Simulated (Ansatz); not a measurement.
# PbSe2 (model cell, started as fluorite): from the cell to its phonons

Wanted: vibrations and spectra of PbSe2 (model cell, started as fluorite); the cell is already relaxed.

Program: Ansatz 0.2.0. Level of theory: DFT PBE, scalar-relativistic, plane waves, PAW. Results are calculated unless marked as measured.

The structure was built from a prototype and need not be the compound's stable phase.

### Step 1. The structure

It takes space group Fm-3m (No. 225, cubic). The conventional cell has a = 7.125 Å, b = 7.125 Å, c = 7.125 Å, α = 90.00°, β = 90.00°, γ = 90.00°. Nearest to Pb lie 8 Se at 3.09 Å. Nearest to Se lie 4 Pb at 3.09 Å. Farther neighbours and most contacts between anions are not listed.

### Step 2. The dispersion

The cell comes from relaxations at this level that are not shown. Stability and thermal properties need the whole zone. Linear response on a 2×2×2 q mesh gives force constants as far as a supercell of that size would.

Contents of input.yaml:

```yaml
crystal:
  lattice:
    - [0.0, 3.5627168361, 3.5627168361]
    - [3.5627168361, 0.0, 3.5627168361]
    - [3.5627168361, 3.5627168361, 0.0]
  atoms:
    - { symbol: Pb, position: [0.0, 0.0, 0.0] }
    - { symbol: Se, position: [0.25, 0.25, 0.25] }
    - { symbol: Se, position: [0.75, 0.75, 0.75] }
kpoints:
  mp_grid: { grid: [10, 10, 10] }
hamiltonian:
  xc: pbe
scf:
  occupations: { method: methfessel_paxton, width: 0.15 }
output:
  eigenvalues: true
phonons:
  method: dfpt
  qmesh: [2, 2, 2]
  temperatures: { t_max: 1000, t_step: 50 }
  qpath:
    path:
      - [[0.0, 0.0, 0.0], [0.5, 0.0, 0.5], [0.625, 0.25, 0.625]]
      - [[0.375, 0.375, 0.75], [0.0, 0.0, 0.0], [0.5, 0.5, 0.5], [0.5, 0.25, 0.75], [0.5, 0.0, 0.5]]
    npoints: 10
```

Command:

```
> ansatz run input.yaml --threads 4 --pin off --max-ram 7168MiB --backend cpu --events-out ev --progress --plain --runs-dir out
```

Numbers of over 12 decimals in the logs are rounded to 6 here.

What it wrote:

```text
Warning: phonons: the dynamical matrix that this run interpolates holds no multipole term above the dipole-dipole one, and a site of this crystal is no centre of inversion, so its interpolated transverse optical and acoustic branches and sound speeds can stay off near Gamma, and the density of states and the thermodynamics with them. What a run solves at a wave vector of phonons.qpoints, Gamma apart, where the deck admits one, is free of this, and under fd what a larger phonons.supercell samples
Engine: ansatz 0.2.0, x86_64-unknown-linux-gnu
Pseudopotentials: kind: paw
Pseudopotential: Pb, paw, valence charge 14, recommended cutoff 420 eV (normal), Pb.paw.azcp
Pseudopotential: Se, paw, valence charge 16, recommended cutoff 420 eV (normal), Se.paw.azcp
Functional definition: PBE
  parameter kappa = 0.804
  parameter beta = 0.066725
  exchange = pbe_x(kappa = kappa, mu = beta*pi^2/3)
  correlation = pbe_c(beta = beta)
Crystal: 3 atoms, lattice volume = 90.443 Å³
Basis set: ecut = 420 eV, 1807 PW (Γ), exchange–correlation on 72×72×72 points (8 copies of the dense FFT grid, shifted against one another)
Bands: 28, of which v1, the nominal top of the filled ones, is band 23 counted from 1 (22 counted from 0)
Symmetry: 48 space group operations
k-points: 47 of 1000
Non-local potential: Pb, projectors of the file, l = 0: 2, l = 1: 2, l = 2: 2, l = 3: 2
Non-local potential: Se, projectors of the file, l = 0: 2, l = 1: 2, l = 2: 3, l = 3: 1
PAW form: soft (Blöchl's): semilocal exchange-correlation on the pseudo side does not see the compensation charge
PAW one-centre angular grid: Pb, 590 points (default); XC on 64 Gauss nodes
PAW one-centre angular grid: Se, 590 points (default); XC on 64 Gauss nodes
Initial density: superposition of atomic densities (neutral atoms: chi_scale 0, normalization atom), corrected by the library's trained network
Initial wavefunctions: pseudopotential atomic-orbital guess
Functional: x = pbe(κ = 0.804, μ = 0.219515), c = pbe(β = 0.066725)
SCF iter   1: F=—  HF=-22844.248008 eV  |F-HF|=—  |Δ(HF+E_count)|=         —  Δρ=1.66e-3  dr2=1.83e-3  ethr=1.77e-3  ⟨swp⟩=6.1  Hψ=5435  notcnv=0
preconditioner: auto → LDOS  [metal: Δε(μ)=0.028 eV  Ē_g=13.274 eV  σ=0.150 eV  W_gap=0.16  n_scr=14 (ndim 8)  ℏωp=19.9 eV  f_vac=0.105  D(μ)=4.63/eV (n_scr^D=50)  β→1.0]
SCF iter   2: F=—  HF=-22844.246876 eV  |F-HF|=—  |Δ(HF+E_count)|=   1.13e-3  S|Δr|=    0.00e0  Δρ=4.36e-4  dr2=1.99e-4  ethr=3.99e-6  ⟨swp⟩=2.0  Hψ=2327  notcnv=0
SCF iter   3: F=—  HF=-22844.246864 eV  |F-HF|=—  |Δ(HF+E_count)|=   1.11e-5  S|Δr|=    0.00e0  Δρ=3.09e-4  dr2=6.04e-5  ethr=4.33e-7  ⟨swp⟩=2.0  Hψ=2403  notcnv=0
SCF iter   4: F=—  HF=-22844.246834 eV  |F-HF|=—  |Δ(HF+E_count)|=   3.03e-5  S|Δr|=    0.00e0  Δρ=5.57e-5  dr2=5.18e-6  ethr=1.31e-7  ⟨swp⟩=2.0  Hψ=2393  notcnv=0
SCF iter   5: F=—  HF=-22844.246833 eV  |F-HF|=—  |Δ(HF+E_count)|=   1.41e-6  S|Δr|=    0.00e0  Δρ=1.46e-5  dr2=4.55e-7  ethr=1.13e-8  ⟨swp⟩=2.1  Hψ=2289  notcnv=0
SCF iter   6: F=—  HF=-22844.246834 eV  |F-HF|=—  |Δ(HF+E_count)|=   8.22e-7  S|Δr|=    0.00e0  Δρ=4.26e-6  dr2=6.89e-9  ethr=9.89e-10  ⟨swp⟩=2.0  Hψ=2404  notcnv=0
SCF iter   7: F=—  HF=-22844.246834 eV  |F-HF|=—  |Δ(HF+E_count)|=   2.32e-8  S|Δr|=    0.00e0  Δρ=5.86e-7  dr2=2.86e-10  ethr=1.50e-11  ⟨swp⟩=2.0  Hψ=2435  notcnv=0
SCF iter   8: F=—  HF=-22844.246834 eV  |F-HF|=—  |Δ(HF+E_count)|=  1.02e-10  S|Δr|=    0.00e0  Δρ=1.10e-7  dr2=1.14e-11  ethr=1.00e-12  ⟨swp⟩=2.0  Hψ=2406  notcnv=0
SCF iter   9: F=-22844.246834 eV  HF=-22844.246834 eV  |F-HF|=7.28e-12  |Δ(HF+E_count)|=  1.46e-11  S|Δr|=    0.00e0  Δρ=1.41e-8  dr2=3.03e-13  ethr=1.00e-12  ⟨swp⟩=5.5  Hψ=5707  notcnv=0
SCF 1 converged in 9 iterations: F = -22844.246834 eV  dr2 = 3.03e-13
  greatest PAW one-centre occupation: 1.000 electrons in one spin orbital (limit 2), on the Se atom at site 2 (counted from 0), in its partial waves of l = 2
Initial density: read from a saved state, or passed on in memory by an earlier SCF of this step, an earlier step, the calling program or the single point that the run made first
iter 1 solved again at ethr=5.29e-8 eV; its pass at ethr=3.10e-3 eV (dr2=2.44e-5 eV) is discarded
SCF iter   1: F=—  HF=-22844.246832 eV  |F-HF|=—  |Δ(HF+E_count)|=         —  Δρ=2.55e-7  dr2=5.28e-11  ethr=5.29e-8  ⟨swp⟩=3.1  Hψ=9011  notcnv=0
eigensolver tolerance schedule: the retry pair's looser diagonalisation over-reported the residual by 461127.83 of it (diagonalisation noise at an unbounded share of the residual, at the tolerance the schedule requests for it); recorded, not acted on — ethr = c·dr2/N_el stays at c = 1.0e-1
preconditioner: auto → LDOS  [metal: Δε(μ)=0.026 eV  Ē_g=13.276 eV  σ=0.150 eV  W_gap=0.14  n_scr=14 (ndim 8)  ℏωp=19.9 eV  f_vac=0.108  D(μ)=4.62/eV (n_scr^D=50)  β→1.0]
SCF iter   2: F=—  HF=-22844.246834 eV  |F-HF|=—  |Δ(HF+E_count)|=   1.22e-6  S|Δr|=    0.00e0  Δρ=3.59e-7  dr2=8.82e-11  ethr=1.00e-12  ⟨swp⟩=3.7  Hψ=3639  notcnv=0
SCF iter   3: F=—  HF=-22844.246834 eV  |F-HF|=—  |Δ(HF+E_count)|=  4.73e-11  S|Δr|=    0.00e0  Δρ=1.53e-7  dr2=1.66e-11  ethr=1.00e-12  ⟨swp⟩=2.0  Hψ=2057  notcnv=0
SCF iter   4: F=-22844.246834 eV  HF=-22844.246834 eV  |F-HF|=1.46e-11  |Δ(HF+E_count)|=    0.00e0  S|Δr|=    0.00e0  Δρ=9.50e-8  dr2=6.64e-12  ethr=1.00e-12  ⟨swp⟩=3.0  Hψ=3212  notcnv=0
SCF 2 converged in 4 iterations: F = -22844.246834 eV  dr2 = 6.64e-12
phonons: the bands overlap, so this run is a metal and interpolates without the dipole-dipole term. If the crystal is really an insulator or semiconductor, its LO-TO splitting is missing
NSCF: frozen V_eff on 47 k-points
WARN: eigensolver did not converge in 5 slots of this pass, the one above among them; of largest residual over every band (k=22): 1 band(s) unlocked (lowest unlocked band 27, counted from 0; max residual 6.13e-6 eV among the unlocked bands, 6.13e-6 eV over every band); of lowest unlocked band (k=1): band 27
NSCF: frozen V_eff on 102 k-points
DFPT response loops at q = (0, 0, 0) (fractional): preconditioner auto → Kerker (q_TF=auto, 2.438 Å⁻¹) (partly filled bands, converged f_vac=0.108); β = 1.00, the filter's whole step (`scf.mixing.beta` (0.50) is not read by the response loops under this deck's `scf.mixing.preconditioner`; to damp them name `kerker` or `kerker_dos`, under which they read `scf.mixing.beta`, and type it under 1.00, their step now; both keys bind the ground state too); Broyden in place of MSR1
NSCF: frozen V_eff on 564 k-points
DFPT response loops at q = (0, 0, -0.5) (fractional): mixed as the last ones told, above
NSCF: frozen V_eff on 342 k-points
DFPT response loops at q = (0, -0.5, -0.5) (fractional): mixed as the last ones told, above
SCF converged after 9 iterations
Stability not checked: this state was not tested for a lower state beside it, because cold or Methfessel-Paxton smearing, or corrected tetrahedra, fill the levels in a way that the test cannot read (fill_not_monotonic; see scf.lower_state_search)
Free energy (F): -22844.246834 eV
Harris-Foulkes:  -22844.246834 eV  (|F-HF|=7.28e-12)
Internal energy: -22844.243536 eV  (E = F + TS)
E sigma→0 (E₀):  -22844.246009 eV
Entropy (-TS):   -0.003298 eV (-1.099 meV/atom)
Fermi energy:    6.860190 eV
--- Per-component energies (eV) ---
  E_band       = -871.221091
  E_kinetic    = 521.232868
  E_local      = -6271.097328  (includes V_loc(G=0)·N_el)
  E_nonlocal   = -840.286014
  E_hartree    = 2970.524428
  E_xc         = -427.215235
  E_vxc        = -325.981697  (∫ρ·V_xc dr)
  E_paw        = -14227.625582  (= ΣΔE_a)
  E_vpaw       = 103.863464  (= ΣTr[D̂ρ^β])
  E_aug_tail   = -0.001222  (compensation charges beyond the density's cutoff)
  E_ewald      = -4569.775451
  E_smearing   = -0.003298  (= −TS)
  E_closure    = 0.000000  (closes the sum)
  Σ components = -22844.246834   (vs F -22844.246834, Δ=0.00e0)
--- Band table (eV; the first three rows and the last of 47) ---
  k-point 0: bands = [... 19 lower, 4.7647, 4.7647, 5.9021, 5.9021, 5.9021, 9.3469, 9.3469, 9.3469, ... 1 higher]
  k-point 1: bands = [... 19 lower, 4.7214, 4.7214, 5.8665, 5.8665, 6.2904, 9.4047, 9.4693, 9.4693, ... 1 higher]
  k-point 2: bands = [... 19 lower, 4.6219, 4.6219, 5.7610, 5.7610, 6.8413, 9.7942, 9.8264, 9.8264, ... 1 higher]
  k-point 46: bands = [... 19 lower, 4.1754, 5.2670, 6.1251, 7.2970, 7.4044, 11.0684, 11.0817, 11.7476, ... 1 higher]
--- Phonons (Γ-DFPT): 2 representative perturbations + reference (Σ response iterations 6) ---
  ASR residual: 1.670e-5 → 0.000e0 eV/Å²; symmetrization residual: 1.803e-8 eV/Å²
  ASR residual per site (eV/Å²): 4.23e-6 1.67e-5 1.67e-5
  Γ frequencies (cm⁻¹): 0.00 0.00 0.00 67.49 67.49 67.49 74.74 74.74 74.74
--- Phonons (arbitrary-q DFPT): 3 irreducible q on the 2×2×2 mesh ---
  q = [0.0000, 0.0000, 0.0000] (star 1, of the zone-centre solve; hermiticity 1.96e-8, symmetrization 1.06e-11): -0.00 -0.00 0.00 67.49 67.49 67.49 74.74 74.74 74.74
  q = [0.0000, 0.0000, -0.5000] (star 4, 2 solved perturbations on 282 of 1000 k-point pairs; hermiticity 1.51e-5, symmetrization 1.09e-11): -71.06 -54.15 -54.15 -24.93 60.04 60.04 65.16 71.94 71.94
  q = [0.0000, -0.5000, -0.5000] (star 3, 4 solved perturbations in 546 linear systems a pass and spin channel, the states on 171 of 1000 k-point pairs; hermiticity 1.73e-5, symmetrization 2.38e-12): -84.61 -35.86 -35.86 43.32 43.32 49.88 80.86 80.86 85.69
  sum rule: each row above includes the acoustic sum rule's correction from the zone centre's row sums; it moved no ω² by more than (0.24 cm⁻¹)²
  mesh force constants: q→R imaginary residual 5.08e-17; ASR residual 1.670e-5 → 0.000e0 eV/Å²; symmetrization residual 1.110e-15 eV/Å²
  interpolated dispersion: 62 rows × 9 modes
  density of states and harmonic sums: on the 16×16×16 q-mesh, interpolated from the force constants of a 2×2×2 supercell (no non-analytic term)
  largest difference from the sums on the solved wave vectors: F 1.20e-1 eV, S 1.31e-4 and C_V 2.40e-5 eV/K
  zero-point energy: 0.020660 eV/cell   skipped modes (ω ≤ 0): 482, of them read as no rigid motion or as one in doubt: 479 (3.363e0 modes/cell left out, lowest -84.61 cm⁻¹)   left out of the sums: 3.74e-1 of the cell's modes: C_V's classical limit lies that fraction below 3 k_B per atom; for a crystal, a wire or a layer, F and S can be off by more, and a phonons.interpolated_qmesh denser along its periods is the remedy for the sampling
```

Run time: 2.9 min. Hardware: 4 threads of Intel Xeon 6975P-C (Granite Rapids), shared host; peak memory 1.9 GiB; 7 min of CPU time.

Numbers from this step:

| Quantity | Value |
| --- | --- |
| volume per atom | 30.15 Å³ |
| gap on the k-mesh | 0 eV |
| sum-rule residual before enforcement | 1.67e-5 eV/Å² |
| lowest frequency on the path | -84.61 cm⁻¹ |
| point group | m-3m |
| highest frequency on the path or at a solved wavevector | 88.2 cm⁻¹ |
| highest optical mode at the zone centre (no LO-TO term) | 74.74 cm⁻¹ |
| lowest optical zone-centre mode | 67.49 cm⁻¹ |
| lowest mode on the q mesh (acoustic modes at Γ apart) | -84.61 cm⁻¹ |

Frequencies (cm⁻¹) solved at each irreducible wavevector; negative means imaginary. Frequencies by wavevector, by row:

```
q in reciprocal lattice units  star  mode 1  mode 2  mode 3  mode 4  mode 5  mode 6  mode 7  mode 8  mode 9
                        0 0 0     1       0       0       0    67.5    67.5    67.5    74.7    74.7    74.7
                     0 0 -0.5     4   -71.1   -54.1   -54.1   -24.9      60      60    65.2    71.9    71.9
                  0 -0.5 -0.5     3   -84.6   -35.9   -35.9    43.3    43.3    49.9    80.9    80.9    85.7
```

Interpolated from a 2×2×2 q mesh. Phonon branches along the path, in cm⁻¹:

```
    point  branch 1  branch 2  branch 3  branch 4  branch 5  branch 6  branch 7  branch 8  branch 9
        Γ         0         0         0        68        68        68        75        75        75
  halfway       -44       -33       -33        36        49        49        77        79        79
        X       -85       -36       -36        43        43        50        81        81        86
  halfway       -82       -35       -35        23        40        57        75        81        86
        U       -73       -39       -33       -32        32        61        63        83        85
jump to K       -73       -39       -33       -32        32        61        63        83        85
  halfway       -53       -21       -10        18        40        42        70        76        81
        Γ         0         0         0        68        68        68        75        75        75
  halfway       -35       -32       -32        25        58        58        70        76        76
        L       -71       -54       -54       -25        60        60        65        72        72
  halfway       -60       -60       -43        21        35        42        69        77        83
        W       -57       -56       -29       -28       -28        67        71        71        88
  halfway       -78       -35       -33        16        21        62        74        78        88
        X       -85       -36       -36        43        43        50        81        81        86
```

The phonon branches as a text plot (rows in cm⁻¹):

```
     85 |         ***************                    ************
     77 |***************     ******************    ******   *****
     70 |*              *      ***    **  ********************
     63 | **             ******     **  ***    ****      *  **
     56 |  ****       ***  *      ***    * *****  **    *     **
     49 |      *******      *    ***      *        **  *        *
     41 |   *   ********     ** *          *        ***        **
     34 |      *        ***    * *                   **        *
     27 |    **            ****             *          *      *
     20 |   *          *        *                   * *
     13 |  *                                 *          *    *
      5 | *
     -2 |*   **                     *****
     -9 | *                    *******   *         *   *
    -16 |  *            *    **  ****     *   *             **
    -23 |   *               *  **          *   ****     ** *
    -31 |    ***        *******   **        *            ******
    -38 |       ********* *  **             **         **    ****
    -45 |      *                 *           **      **
    -52 |                  **   *              ******      *
    -59 |       *           ****              *    *********
    -67 |                  *                   **  ***
    -74 |        *       **                      **         **
    -81 |         *******                                     ***
         Γ           X  U|K            Γ         L        W     X
```

Tetrahedra on a 16×16×16 mesh, mean over bins of 2 cm-1. Interpolated from a 2×2×2 q mesh. Phonon density of states against wavenumber; read off at these points:

wavenumber (cm⁻¹), phonon density of states (1/cm⁻¹/cell) and a bar:
```
    -85.0      0.000 
    -79.0      0.010 #
    -73.0      0.017 ##
    -67.0      0.044 #####
    -63.0      0.079 ##########
    -61.0      0.057 #######
    -55.0      0.042 #####
    -49.0      0.047 ######
    -43.0      0.051 ######
    -37.0      0.094 ############
    -35.0      0.121 ###############
    -31.0      0.080 ##########
    -25.0      0.044 #####
    -19.0      0.028 ####
    -13.0      0.017 ##
     -7.0      0.015 ##
     -1.0      0.015 ##
      5.0      0.015 ##
     11.0      0.017 ##
     17.0      0.025 ###
     23.0      0.041 #####
     29.0      0.033 ####
     35.0      0.052 ######
     41.0      0.063 ########
     47.0      0.075 #########
     49.0      0.079 ##########
     53.0      0.067 ########
     59.0      0.040 #####
     65.0      0.035 ####
     69.0      0.117 ##############
     71.0      0.093 ############
     77.0      0.242 ##############################
     83.0      0.105 #############
     89.0      0.002
```

The partial phonon density of states has structure finer than the step of the table below, so its rows give means over 5 cm⁻¹, whole bins alone (the curve runs from -93.8 to 101 cm⁻¹). Peaks (cm⁻¹: height): Pb -33.9: 0.0498, 76.2: 0.0892; Se -63.2: 0.0552, -35.1: 0.0591, 22.4: 0.0402, 40.7: 0.0630, 77.4: 0.115.

Phonopy on the run's constants, 13x13x13 mesh, Gaussian sigma 2.0 cm-1. Interpolated from a 2×2×2 q mesh. Partial phonon density of states against wavenumber; means over each step; values in 1/cm⁻¹/cell:

```
wavenumber (cm⁻¹)       Pb       Se
              -90        0   6.0e-5
              -85   3.0e-7  0.00238
              -80   2.8e-5  0.00901
              -75   2.2e-4   0.0155
              -70  0.00172   0.0278
              -65  0.00628   0.0490
              -60  0.00786   0.0427
              -55  0.00833   0.0350
              -50   0.0110   0.0365
              -45   0.0153   0.0331
              -40   0.0239   0.0381
              -35   0.0461   0.0558
              -30   0.0407   0.0444
              -25   0.0179   0.0207
              -20   0.0127   0.0183
              -15  0.00830   0.0134
              -10  0.00457  0.00912
               -5  0.00250  0.00487
                0  0.00242  0.00431
                5  0.00512   0.0120
               10  0.00773   0.0151
               15  0.00742   0.0109
               20   0.0101   0.0280
               25  0.00914   0.0312
               30  0.00645   0.0239
               35   0.0111   0.0389
               40   0.0108   0.0589
               45  0.00812   0.0522
               50   0.0126   0.0597
               55   0.0127   0.0472
               60   0.0109   0.0299
               65   0.0328   0.0243
               70   0.0589   0.0441
               75   0.0788   0.0948
               80   0.0683   0.0958
               85   0.0328   0.0597
               90  0.00629   0.0128
               95   6.5e-5   1.3e-4
```

Symmetry leaves 3 wavevectors to solve. The lowest mode among them, the acoustic zeros apart, lies at q = (0, -0.5, -0.5) and is imaginary, 84.6i cm⁻¹, so the energy falls along it.

### Step 3. Outcome

| Quantity | Value |
| --- | --- |
| space group (within 0.01 Å) | Fm-3m |
| volume per atom | 30.1 Å³ |
| electronic character | no gap on this mesh |
| highest optical mode at the zone centre (no LO-TO term) | 74.7 cm⁻¹ |
| lowest optical zone-centre mode | 67.5 cm⁻¹ |
| lowest mode on the q mesh (acoustic modes at Γ apart) | -84.6 cm⁻¹ |
| highest frequency on the path or at a solved wavevector | 88.2 cm⁻¹ |
| imaginary modes on the 2×2×2 q mesh | yes |

Modes are clearly imaginary (beyond 10i cm⁻¹) at 2 of the 3 irreducible wavevectors, most at q = (0, -0.5, -0.5) (84.6i cm⁻¹), so this structure is not a minimum of the energy. The optical modes at Γ span 67 to 75 cm⁻¹. With no gap, or one that is small against the smearing, the frequencies hang on the k mesh and the smearing, most of all near Kohn anomalies. Spin-orbit coupling is left out, which can matter for the heavy elements here. A phonon run warned that its eigensolver left some bands unconverged in a pass. The starting cell was built on a prototype and not taken from a measurement, so the phase need not exist. These are harmonic frequencies at zero temperature: anharmonic shifts, linewidths and thermal expansion are left out.

[Logs are printed without paths, hosts, clocks, repeated set-up lines and the standing remarks that a program may print on its own settings, such as how far it seeks lower states.]

[Hosts, paths, dates, database ids (printed as entryN), source tags and the programs' standing remarks are cut or masked in the printed files.]
